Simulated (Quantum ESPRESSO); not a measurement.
## BN (F-43m): a worked LO-TO splitting

Wanted: the LO mode of BN (F-43m) from the TO mode and the field response.

Program: Quantum ESPRESSO 7.5. Level of theory: DFT LDA, scalar-relativistic, plane waves, PseudoDojo norm-conserving pseudopotentials. Results are calculated unless marked as measured.

**1. Set-up**

It takes space group F-43m (No. 216, cubic). The conventional cell has a = 3.581 Å, b = 3.581 Å, c = 3.581 Å, α = 90.00°, β = 90.00°, γ = 90.00°. B has 4 N at 1.55 Å nearest. Nearest to N lie 4 B at 1.55 Å. Farther neighbours and most contacts between anions are not listed.

Coordinates:

```cif
data_structure
_symmetry_space_group_name_H-M 'P 1'
_symmetry_Int_Tables_number 1
_cell_length_a 2.5324
_cell_length_b 2.5324
_cell_length_c 2.5324
_cell_angle_alpha 60.000
_cell_angle_beta 60.000
_cell_angle_gamma 60.000
_cell_volume 11.48
loop_
_atom_site_label
_atom_site_type_symbol
_atom_site_fract_x
_atom_site_fract_y
_atom_site_fract_z
_atom_site_occupancy
B1 B 0.00000 0.00000 0.00000 1
N2 N 0.75000 0.75000 0.75000 1
```

**2. What the response run gave**

A linear-response run on the relaxed cell, with the response to an electric field; only its zone-centre results are used. Cutoff 92 Ry, k mesh 12×12×12.

Output:

```text
[banners, grids, parts of the stress and lines that vanish by symmetry left out]
Program PHONON v.7.5
     Reading xml data from directory:

[...]
Exchange-correlation= PW
                           (   1   4   0   0   0   0   0)
[...]
kinetic-energy cut-off    =      92.0000  Ry
     charge density cut-off    =     368.0000  Ry
     convergence threshold     =      1.0E-18
[...]
Exchange-correlation= PW
                           (   1   4   0   0   0   0   0)
[...]
q = (   0.0000000   0.0000000   0.0000000 )
     25 Sym.Ops. (with q -> -q+G )
     G cutoff =  213.4776  (   9257 G-vectors)     FFT grid: ( 30, 30, 30)
     number of k points=    72
[...]
Mode symmetry, T_d (-43m)  point group:
[...]
Dielectric constant
[...]
End of electric fields calculation
          Dielectric constant in cartesian axis
          (       4.506766137      -0.000000000       0.000000000 )
          (      -0.000000000       4.506766137       0.000000000 )
          (       0.000000000      -0.000000000       4.506766137 )
          Effective charges (d Force / dE) in cartesian axis without acoustic sum rule applied (asr)
           atom    1  B     Mean Z*:        1.87837
      Ex  (        1.87837       -0.00000       -0.00000 )
      Ey  (       -0.00000        1.87837        0.00000 )
      Ez  (       -0.00000        0.00000        1.87837 )
           atom    2  N     Mean Z*:       -1.87840
      Ex  (       -1.87840       -0.00000        0.00000 )
      Ey  (       -0.00000       -1.87840        0.00000 )
      Ez  (        0.00000        0.00000       -1.87840 )
          Effective charges Sum: Mean:       -0.00003
[...]
Effective charges (d Force / dE) in cartesian axis with asr applied:
           atom    1  B     Mean Z*:        1.87838
[...]
atom    2  N     Mean Z*:       -1.87838
[...]
Representation #   1 modes #   1   2   3
[...]
End of self-consistent calculation
     Convergence has been achieved
     Representation #   2 modes #   4   5   6
[...]
End of self-consistent calculation
     Convergence has been achieved
[...]
Dielectric constant in cartesian axis
          (       4.506766137      -0.000000000       0.000000000 )
          (      -0.000000000       4.506766137       0.000000000 )
          (       0.000000000      -0.000000000       4.506766137 )
          Effective charges (d Force / dE) in cartesian axis without acoustic sum rule applied (asr)
           atom    1  B     Mean Z*:        1.87837
      Ex  (        1.87837       -0.00000       -0.00000 )
      Ey  (       -0.00000        1.87837        0.00000 )
      Ez  (       -0.00000        0.00000        1.87837 )
           atom    2  N     Mean Z*:       -1.87840
      Ex  (       -1.87840       -0.00000        0.00000 )
      Ey  (       -0.00000       -1.87840        0.00000 )
      Ez  (        0.00000        0.00000       -1.87840 )
          Effective charges Sum: Mean:       -0.00003
[...]
Effective charges (d Force / dE) in cartesian axis with asr applied:
           atom    1  B     Mean Z*:        1.87838
[...]
atom    2  N     Mean Z*:       -1.87838
[...]
q = (    0.000000000   0.000000000   0.000000000 )
[...]
freq (    1) =      -0.069488 [THz] =      -2.317885 [cm-1]
     freq (    2) =      -0.069488 [THz] =      -2.317885 [cm-1]
     freq (    3) =      -0.069488 [THz] =      -2.317885 [cm-1]
     freq (    4) =      32.036583 [THz] =    1068.625397 [cm-1]
     freq (    5) =      32.036583 [THz] =    1068.625397 [cm-1]
     freq (    6) =      32.036583 [THz] =    1068.625397 [cm-1]
[...]
Mode symmetry, T_d (-43m)  point group:
     freq (   1-   3) =         -2.3  [cm-1]   --> T_2  G_15 P_4   I+R
     freq (   4-   6) =       1068.6  [cm-1]   --> T_2  G_15 P_4   I+R

   JOB DONE.
```

| quantity | value |
| --- | --- |
| cell volume Ω (Å³) | 11.484 |
| mass of B (u) | 10.810 |
| mass of N (u) | 14.007 |
| Born charge of B, raw (e) | 1.878 |
| Born charge of N, raw (e) | -1.878 |
| ε∞ | 4.507 |
| ω(TO) after the sum rule (cm⁻¹) | 1068.6 |

**3. The calculation**

The charges must sum to zero over the cell; taking off their mean, 0.000 e, leaves Z* = 1.878 e on B. In the polar mode B moves against N, so the reduced mass is μ = 10.81 × 14.01 / 24.82 = 6.101 u.

A longitudinal wave builds up a field that adds to the restoring force: ω(LO)² = ω(TO)² + 4π Z*² / (μ Ω ε∞), in Hartree atomic units. With μ = 11122 electron masses and Ω = 77.50 bohr³ the second term is 1.1414e-05 Ha², or 549824 cm⁻² (1 Ha = 219474.6 cm⁻¹).

So ω(LO) = √(1141970 + 549824) = 1300.7 cm⁻¹, and by the Lyddane-Sachs-Teller relation ε₀ = ε∞ (ω(LO)/ω(TO))² = 6.68.

**4. Check against the program**

The analysis program adds the same non-analytic term to the full matrix, here for q along (1 0 0).

Output:

```text
[banner, memory and clock lines left out]
Program DYNMAT v.7.5

     Reading Dynamical Matrix from file g.dyn
     ...Force constants read
     ...epsilon and Z* read

     Polarizability (A^3 units)
     multiply by 0.461059 for Clausius-Mossotti correction
         3.204657   -0.000000    0.000000
        -0.000000    3.204657   -0.000000
         0.000000    0.000000    3.204657

     IR activities are in (D/A)^2/amu units

# mode   [cm-1]    [THz]      IR
    1      0.00    0.0000    0.0000
    2      0.00    0.0000    0.0000
    3      0.00    0.0000    0.0000
    4   1068.63   32.0366   13.3418
    5   1068.63   32.0366   13.3418
    6   1300.69   38.9936   13.3418
```

ε₀ comes from the program's run without a direction of q.

```csv
quantity,by hand,program
ω(LO) (cm⁻¹),1300.7,1300.7
ε₀,6.68,6.68
```

**5. What came out**

```yaml
to_mode: 1069 cm⁻¹
lo_mode: 1301 cm⁻¹
static_dielectric_constant: 6.677
```

What this shows: The LO mode of BN (F-43m) lies at 1301 cm⁻¹, 232 cm⁻¹ above the TO mode; the formula meets the program within 0.1 cm⁻¹, as it must for a cubic crystal with one polar mode. ω(LO)² − ω(TO)² goes with Z*²/ε∞: an error of 5 % in ε∞ would move the LO mode by 10.1 cm⁻¹, and semilocal functionals tend to overestimate ε∞. These are harmonic values at zero temperature, at the volume of this functional, for the structure held cubic; stability elsewhere in the zone is no part of this calculation.

[Host names and launcher messages were left out of these logs when they were recorded.]

[Logs are printed without paths, hosts, clocks, repeated set-up lines and the standing remarks that a program may print on its own settings, such as how far it seeks lower states.]

[Hosts, paths, dates, database ids (printed as entryN), source tags and the programs' standing remarks are cut or masked in the printed files.]
